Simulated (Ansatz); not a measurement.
# Al(111) film, 5 layers, flat: channels in plane against thickness

Wanted: in-plane conductance by layer count, from Al(111) film, 5 layers, flat.

Method: Ansatz plane-wave DFT, PBE, PAW files; ballistic transport by layer matching (Landauer), zero bias; PAW set soft_1, in Ansatz 0.2.0.

## 1. The structure

The cell holds 10 atoms: 10 Al. Its edges and angles: a = 20.348 Å, b = 2.862 Å, c = 4.958 Å, α = 90.0°, β = 90.0°, γ = 90.0°. It derives from Al. Vacuum lies along a. The structure's axis is c.

## 2. With 5 layers

Vacuum lies along the first vector, which takes one k-point, and the current runs in the film's plane. One period is a perfect wire, so its channels are the result. Energies from -0.27 to 0.27 eV in steps of 0.036 eV cover the slope of the Fermi function at 300 K, so the program can form a conductance.

Input file input.yaml:

```yaml
crystal:
  lattice:
    - [20.3483862767, 0.0, 0.0]
    - [0.0, 2.862347037, 0.0]
    - [0.0, 0.0, 4.957730497]
  atoms:
    - { symbol: Al, position: [0.2211477578, 0.0, 0.0] }
    - { symbol: Al, position: [0.2211477578, 0.5, 0.5] }
    - { symbol: Al, position: [0.3360019058, 0.0, 0.3333333333] }
    - { symbol: Al, position: [0.3360019058, 0.5, 0.8333333333] }
    - { symbol: Al, position: [0.4508560538, 0.0, 0.6666666667] }
    - { symbol: Al, position: [0.4508560538, 0.5, 0.1666666667] }
    - { symbol: Al, position: [0.5657102018, 0.0, 0.0] }
    - { symbol: Al, position: [0.5657102018, 0.5, 0.5] }
    - { symbol: Al, position: [0.6805643498, 0.0, 0.3333333333] }
    - { symbol: Al, position: [0.6805643498, 0.5, 0.8333333333] }
kpoints:
  mp_grid: { grid: [1, 14, 9] }
hamiltonian:
  xc: pbe
  pseudopotentials: { kind: paw, azcp: { folder: soft_1 } }
scf:
  occupations: { method: fermi_dirac, width: 0.1 }
output:
  transmission:
    leads: [[0, 0]]
    kmesh: [1, 32]
    e_range: [-0.27, 0.27]
    de: 0.036
```

The run is started by

```
ansatz run input.yaml --threads 4 --pin off --max-ram 8192MiB --backend cpu --events-out ev --progress --plain --runs-dir out
```

Numbers of over 12 decimals in the logs are rounded to 6 here.

The log of the run:

```text
Engine: ansatz 0.2.0, aarch64-unknown-linux-gnu
Pseudopotentials: kind: paw
Pseudopotential: Al, paw, valence charge 3, recommended cutoff 420 eV (normal), soft_1/Al.paw.azcp
Functional definition: PBE
  parameter kappa = 0.804
  parameter beta = 0.066725
  exchange = pbe_x(kappa = kappa, mu = beta*pi^2/3)
  correlation = pbe_c(beta = beta)
Crystal: 10 atoms, lattice volume = 288.759 Å³
Basis set: ecut = 420 eV, 5665 PW (Γ)
Bands: 25, of which v1, the nominal top of the filled ones, is band 15 counted from 1 (14 counted from 0)
Symmetry: 8 space group operations
Space group: P-3m1 (ITA 164), of the structure as read, at distance tolerance 6.6e-5 Å
k-points: 40 of 126
Non-local potential: Al, projectors of the file, l = 0: 2, l = 1: 2, l = 2: 1
PAW form: soft (Blöchl's): semilocal exchange-correlation on the pseudo side does not see the compensation charge
PAW one-centre angular grid: Al, 110 points (default); XC on 64 Gauss nodes
Initial density: superposition of atomic densities (neutral atoms: chi_scale 0, normalization atom)
Initial wavefunctions: pseudopotential atomic-orbital guess
Functional: x = pbe(κ = 0.804, μ = 0.219515), c = pbe(β = 0.066725)
SCF iter   1: F=—  HF=-5374.912082 eV  |F-HF|=—  |Δ(HF+E_count)|=         —  Δρ=2.07e-2  dr2=1.17e1  ethr=3.10e-3  ⟨swp⟩=9.7  Hψ=6589  notcnv=0  defer=4
preconditioner: auto → LDOS  [metal: Δε(μ)=0.032 eV  Ē_g=6.615 eV  σ=0.100 eV  W_gap=0.08  n_scr=30 (ndim 8)  ℏωp=12.0 eV  f_vac=0.288  D(μ)=4.53/eV (n_scr^D=24)  β→1.0]
SCF iter   2: F=—  HF=-5373.613871 eV  |F-HF|=—  |Δ(HF+E_count)|=    1.30e0  Δρ=8.32e-3  dr2=6.03e-1  ethr=3.10e-3  ⟨swp⟩=4.5  Hψ=2651  notcnv=0  defer=21
SCF iter   3: F=—  HF=-5373.608194 eV  |F-HF|=—  |Δ(HF+E_count)|=   5.68e-3  Δρ=1.89e-3  dr2=6.54e-2  ethr=2.01e-3  ⟨swp⟩=3.5  Hψ=1938  notcnv=0  defer=20
SCF iter   4: F=—  HF=-5373.600194 eV  |F-HF|=—  |Δ(HF+E_count)|=   8.00e-3  Δρ=3.67e-4  dr2=1.30e-3  ethr=2.18e-4  ⟨swp⟩=2.4  Hψ=1688  notcnv=0  defer=20
SCF iter   5: F=—  HF=-5373.600271 eV  |F-HF|=—  |Δ(HF+E_count)|=   7.69e-5  Δρ=8.70e-5  dr2=8.28e-5  ethr=4.33e-6  ⟨swp⟩=2.2  Hψ=1647  notcnv=0  defer=20
SCF iter   6: F=—  HF=-5373.600300 eV  |F-HF|=—  |Δ(HF+E_count)|=   2.98e-5  Δρ=1.54e-5  dr2=2.75e-6  ethr=2.76e-7  ⟨swp⟩=2.5  Hψ=1560  notcnv=0  defer=20
SCF iter   7: F=—  HF=-5373.600301 eV  |F-HF|=—  |Δ(HF+E_count)|=   4.73e-7  Δρ=2.26e-6  dr2=1.58e-7  ethr=9.17e-9  ⟨swp⟩=2.3  Hψ=1569  notcnv=0  defer=20
SCF iter   8: F=-5373.600301 eV  HF=-5373.600301 eV  |F-HF|=2.77e-10  |Δ(HF+E_count)|=   7.90e-9  Δρ=2.71e-7  dr2=5.99e-10  ethr=3.33e-10  ⟨swp⟩=10.3  Hψ=4069  notcnv=0
SCF 1 converged in 8 iterations: F = -5373.600301 eV  dr2 = 5.99e-10
  greatest PAW one-centre occupation: 0.463 electrons in one spin orbital (limit 2), on the Al atom at site 9 (counted from 0), in its partial waves of l = 0
transmission: 14 of 119 steps passed
transmission: 28 of 119 steps passed
[...]
transmission: 119 of 119 steps passed
SCF converged after 8 iterations
Free energy (F): -5373.600301 eV
Harris-Foulkes:  -5373.600301 eV  (|F-HF|=2.77e-10)
Internal energy: -5373.446009 eV  (E = F + TS)
E sigma→0 (E₀):  -5373.523155 eV
Entropy (-TS):   -0.154292 eV (-15.429 meV/atom)
Fermi energy:    2.835984 eV
--- Per-component energies (eV) ---
  E_band       = -40.883922
  E_kinetic    = 217.220222
  E_local      = -3462.896932  (includes V_loc(G=0)·N_el)
  E_nonlocal   = 100.443089
  E_hartree    = 1712.205054
  E_xc         = -372.143290
  E_vxc        = -285.310175  (∫ρ·V_xc dr)
  E_paw        = -4693.758624  (= ΣΔE_a)
  E_vpaw       = -34.750013  (= ΣTr[D̂ρ^β])
  E_aug_tail   = -0.000021  (compensation charges beyond the density's cutoff)
  E_ewald      = 1125.484494
  E_smearing   = -0.154292  (= −TS)
  E_closure    = 0.000000  (closes the sum)
  Σ components = -5373.600301   (vs F -5373.600301, Δ=0.00e0)
--- Band table (eV; the first three rows and the last of 40) ---
  k-point 0: bands = [... 11 lower, -0.2747, 0.9811, 1.4272, 1.6872, 3.0435, 3.1106, 4.0648, 4.7899, ... 6 higher]
  k-point 1: bands = [... 11 lower, -0.0249, 1.0178, 1.7566, 1.9593, 2.5339, 3.7424, 4.1331, 4.3711, ... 6 higher]
  k-point 2: bands = [... 11 lower, 0.7973, 1.5043, 1.9641, 2.5180, 2.7626, 3.9541, 4.3359, 5.1405, ... 6 higher]
  k-point 39: bands = [... 11 lower, -0.0874, 0.8687, 0.8687, 1.5931, 1.5931, 2.7911, 2.7911, 3.3965, ... 6 higher]
--- Transmission ---
  basis      : 505 plane waves across, 7 finite elements along
  points     : 17, standing for a mesh of 1 x 32
  filling    : by the input's occupations and mesh, since the crystals that have channels conduct as metals do. If one of these is a semiconductor, that mesh has misplaced its level
  energies   : 16 from -0.270000 to 0.270000 eV about the Fermi level, 0.036000 eV apart; the leads are filled to 0.000000 eV, and channels, transmission and decay are at 0.018000 eV
  crystal 0  : Al10, at the sites [0, 0], period 4.9577 Å: whole cells are its period
    offset         : up to 0.0000 Å between an atom of the period and one for which it stands
    filled         : 7.9 meV over the level at which it is neutral
    channels       : 6.156250e0 a spin
    conductance    : 8.1328e14 S/m² at 300 K; may be off by some 0.0 % by where its bands' edges are placed, 10.8 % from the k-mesh, 0.1 % from the distance to neutral
```

Run time: 16 min. Hardware: 4 threads of Arm Neoverse V1, shared host; peak memory 2.8 GiB; 61 min of CPU time.

The column dr2 measures how far the density is from self-consistency, as an energy; F and HF (Harris–Foulkes) agree once it is small.

Numbers from this step:

- free energy: -5373.6003 eV
- energy at zero smearing: -5373.5232 eV
- Fermi energy: 2.836 eV
- cell area: 58.24 Å²
- estimated errors of the lead's conductance: 0, 10.8, 0.1 % (band edges, k-mesh, distance from neutral)
- lead conductance per cell: 6.114 G₀

Per spin. Table of open channels, zone mean, lead by energy, zero at the Fermi level:

| energy (eV) | open channels, zone mean, lead |
| --- | --- |
| -0.270 | 5.47 |
| -0.234 | 5.78 |
| -0.198 | 5.53 |
| -0.162 | 5.47 |
| -0.126 | 5.59 |
| -0.090 | 6.09 |
| -0.054 | 6.28 |
| -0.018 | 6.03 |
| 0.018 | 6.16 |
| 0.054 | 6.16 |
| 0.090 | 6.16 |
| 0.126 | 6.16 |
| 0.162 | 6.16 |
| 0.198 | 6.47 |
| 0.234 | 6.38 |
| 0.270 | 5.94 |

The program's largest error estimate for it is 11 %, from the k-mesh.

## 3. With 6 layers, thickness 14.023 A

The film grows to 6 layers.

System of this step: Al(111) film, 6 layers, flat. The cell holds 12 atoms: 12 Al. Its edges and angles: a = 22.685 Å, b = 2.862 Å, c = 4.958 Å, α = 90.0°, β = 90.0°, γ = 90.0°. It derives from Al. Vacuum lies along a. The structure's axis is c.

input.yaml, the sections that differ from step 2:

```yaml
crystal:
  lattice:
    - [22.6854828459, 0.0, 0.0]
    - [0.0, 2.862347037, 0.0]
    - [0.0, 0.0, 4.957730497]
  atoms:
    - { symbol: Al, position: [0.1983647441, 0.0, 0.0] }
    - { symbol: Al, position: [0.1983647441, 0.5, 0.5] }
    - { symbol: Al, position: [0.3013864248, 0.0, 0.3333333333] }
    - { symbol: Al, position: [0.3013864248, 0.5, 0.8333333333] }
    - { symbol: Al, position: [0.4044081054, 0.0, 0.6666666667] }
    - { symbol: Al, position: [0.4044081054, 0.5, 0.1666666667] }
    - { symbol: Al, position: [0.5074297861, 0.0, 0.0] }
    - { symbol: Al, position: [0.5074297861, 0.5, 0.5] }
    - { symbol: Al, position: [0.6104514667, 0.0, 0.3333333333] }
    - { symbol: Al, position: [0.6104514667, 0.5, 0.8333333333] }
    - { symbol: Al, position: [0.7134731474, 0.0, 0.6666666667] }
    - { symbol: Al, position: [0.7134731474, 0.5, 0.1666666667] }
# kpoints, hamiltonian, scf, output: as in step 2
```

The log of the run:

```text
[...]
Crystal: 12 atoms, lattice volume = 321.924 Å³
Basis set: ecut = 420 eV, 6327 PW (Γ)
Bands: 30, of which v1, the nominal top of the filled ones, is band 18 counted from 1 (17 counted from 0)
Symmetry: 8 space group operations
[...]
k-points: 40 of 126
[...]
k-point 39: bands = [... 14 lower, 1.0475, 1.0475, 1.8774, 1.8774, 2.4943, 2.4943, 3.4857, 3.4857, ... 8 higher]
--- Transmission ---
  basis      : 563 plane waves across, 7 finite elements along
  points     : 17, standing for a mesh of 1 x 32
[...]
crystal 0  : Al12, at the sites [0, 0], period 4.9577 Å: whole cells are its period
[...]
filled         : 9.3 meV over the level at which it is neutral
    channels       : 7.812500e0 a spin
[...]
[key lines of the parts left out:]
SCF converged after 8 iterations
Free energy (F): -6448.671649 eV
Fermi energy:    3.377011 eV
```

The job ended after 26 min (4 threads; peak memory 3.5 GiB; 1.7 h of CPU time).

This step gave:

| Item | Value |
| --- | --- |
| free energy | -6448.6716 eV |
| energy at zero smearing | -6448.5915 eV |
| Fermi energy | 3.377 eV |
| cell area | 64.93 Å² |
| estimated errors of the lead's conductance | 0, 9.5, 0.1 % (band edges, k-mesh, distance from neutral) |
| lead conductance per cell | 7.590 G₀ |

Per spin. Table of open channels, zone mean, lead by energy, zero at the Fermi level:

| energy (eV) | open channels, zone mean, lead |
| --- | --- |
| -0.270 | 7.25 |
| -0.234 | 7.12 |
| -0.198 | 6.88 |
| -0.162 | 7.12 |
| -0.126 | 6.88 |
| -0.090 | 7.19 |
| -0.054 | 7.56 |
| -0.018 | 7.69 |
| 0.018 | 7.81 |
| 0.054 | 7.44 |
| 0.090 | 7.75 |
| 0.126 | 7.12 |
| 0.162 | 6.81 |
| 0.198 | 6.94 |
| 0.234 | 6.75 |
| 0.270 | 6.81 |

The lead conductance per cell is 7.59 G₀, 24 % over the 6.11 G₀ of the last finished run.

## 4. With 7 layers, thickness 16.36 A

The film grows to 7 layers.

System of this step: Al(111) film, 7 layers, flat. The cell holds 14 atoms: 14 Al. Cell: a = 25.023 Å, b = 2.862 Å, c = 4.958 Å, α = 90.0°, β = 90.0°, γ = 90.0°. It derives from Al. Vacuum lies along a. The structure's axis is c.

input.yaml, the sections that differ from step 3:

```yaml
crystal:
  lattice:
    - [25.022579415, 0.0, 0.0]
    - [0.0, 2.862347037, 0.0]
    - [0.0, 0.0, 4.957730497]
  atoms:
    - { symbol: Al, position: [0.1798375749, 0.0, 0.0] }
    - { symbol: Al, position: [0.1798375749, 0.5, 0.5] }
    - { symbol: Al, position: [0.2732370814, 0.0, 0.3333333333] }
    - { symbol: Al, position: [0.2732370814, 0.5, 0.8333333333] }
    - { symbol: Al, position: [0.3666365879, 0.0, 0.6666666667] }
    - { symbol: Al, position: [0.3666365879, 0.5, 0.1666666667] }
    - { symbol: Al, position: [0.4600360945, 0.0, 0.0] }
    - { symbol: Al, position: [0.4600360945, 0.5, 0.5] }
    - { symbol: Al, position: [0.553435601, 0.0, 0.3333333333] }
    - { symbol: Al, position: [0.553435601, 0.5, 0.8333333333] }
    - { symbol: Al, position: [0.6468351075, 0.0, 0.6666666667] }
    - { symbol: Al, position: [0.6468351075, 0.5, 0.1666666667] }
    - { symbol: Al, position: [0.740234614, 0.0, 0.0] }
    - { symbol: Al, position: [0.740234614, 0.5, 0.5] }
# kpoints, hamiltonian, scf, output: as in step 3
```

The log of the run:

```text
[...]
Crystal: 14 atoms, lattice volume = 355.089 Å³
Basis set: ecut = 420 eV, 6947 PW (Γ)
Bands: 35, of which v1, the nominal top of the filled ones, is band 21 counted from 1 (20 counted from 0)
Symmetry: 8 space group operations
[...]
k-points: 40 of 126
[...]
k-point 39: bands = [... 17 lower, 1.2211, 1.9738, 1.9738, 2.6231, 2.6231, 3.1926, 3.1926, 4.0266, ... 10 higher]
--- Transmission ---
  basis      : 615 plane waves across, 7 finite elements along
  points     : 17, standing for a mesh of 1 x 32
[...]
crystal 0  : Al14, at the sites [0, 0], period 4.9577 Å: whole cells are its period
[...]
filled         : 3.3 meV under the level at which it is neutral
    channels       : 7.625000e0 a spin
[...]
[key lines of the parts left out:]
SCF converged after 8 iterations
Free energy (F): -7523.670171 eV
Fermi energy:    3.789300 eV
```

The job ended after 36 min (4 threads; peak memory 4.2 GiB).

Numbers from this step:

```yaml
free_energy: -7523.6702 eV
energy_at_zero_smearing: -7523.5702 eV
fermi_energy: 3.789 eV
cell_area: 71.62 Å²
estimated_errors_of_the_lead_s_conductance: 0, 8.9, 0.2 % (band edges, k-mesh, distance from neutral)
lead_conductance_per_cell: 7.811 G₀
```

Per spin. Open channels, zone mean, lead against energy, zero at the Fermi level:

| energy (eV) | open channels, zone mean, lead |
| --- | --- |
| -0.270 | 8.09 |
| -0.234 | 8.47 |
| -0.198 | 8.34 |
| -0.162 | 7.66 |
| -0.126 | 8.19 |
| -0.090 | 7.88 |
| -0.054 | 8.06 |
| -0.018 | 7.94 |
| 0.018 | 7.62 |
| 0.054 | 7.25 |
| 0.090 | 7.38 |
| 0.126 | 8.25 |
| 0.162 | 8 |
| 0.198 | 7.88 |
| 0.234 | 7.56 |
| 0.270 | 7.25 |

The lead conductance per cell is 7.81 G₀, 2.9 % over the 7.59 G₀ of the last finished run, within the error estimates, leads' steps apart, of 9.5 and 8.9 %.

## 5. The ladder

Times are for 4 threads of Arm Neoverse V1, shared host. The series side by side:

| no. | layers | lead conductance per cell (G₀) | time | memory (GiB) |
| --- | --- | --- | --- | --- |
| 1 | 5 | 6.114 | 16 min | 2.8 |
| 2 | 6 | 7.590 | 26 min | 3.5 |
| 3 | 7 | 7.811 | 36 min | 4.2 |

The runs together. Open channels, zone mean against energy, zero at the Fermi level:

| energy (eV) | 5 | 6 | 7 |
| --- | --- | --- | --- |
| -0.270 | 5.47 | 7.25 | 8.09 |
| -0.234 | 5.78 | 7.12 | 8.47 |
| -0.198 | 5.53 | 6.88 | 8.34 |
| -0.162 | 5.47 | 7.12 | 7.66 |
| -0.126 | 5.59 | 6.88 | 8.19 |
| -0.090 | 6.09 | 7.19 | 7.88 |
| -0.054 | 6.28 | 7.56 | 8.06 |
| -0.018 | 6.03 | 7.69 | 7.94 |
| 0.018 | 6.16 | 7.81 | 7.62 |
| 0.054 | 6.16 | 7.44 | 7.25 |
| 0.090 | 6.16 | 7.75 | 7.38 |
| 0.126 | 6.16 | 7.12 | 8.25 |
| 0.162 | 6.16 | 6.81 | 8 |
| 0.198 | 6.47 | 6.94 | 7.88 |
| 0.234 | 6.38 | 6.75 | 7.56 |
| 0.270 | 5.94 | 6.81 | 7.25 |

## 6. Outcome

| Property | Result |
| --- | --- |
| conductance per cell, 5 layers | 6.11 G₀ |
| conductance per cell, 6 layers | 7.59 G₀ |
| conductance per cell, 7 layers | 7.81 G₀ |

The conductance per cell width goes from 6.11 G0 at 5 to 7.81 G0 at 7 layers. Over the film's own cross-section (layers × spacing × width) the conductance runs from 1.4 to 1.3×10¹⁵ S/m²; that nominal section leaves out the charge that spills into the vacuum, which flatters the thinnest films. The gains from one thickness to the next are 1.5 and 0.22 G0 per added layer; their spread isn't beyond the error estimates. The film repeats perfectly along the current, so nothing scatters; its faces are clean and not relaxed. The program's error estimate for the conductance, leads' steps apart, is near 11 %.

[Logs are printed without paths, hosts, clocks, repeated set-up lines and the standing remarks that a program may print on its own settings, such as how far it seeks lower states.]

[Hosts, paths, dates, database ids (printed as entryN), source tags and the programs' standing remarks are cut or masked in the printed files.]
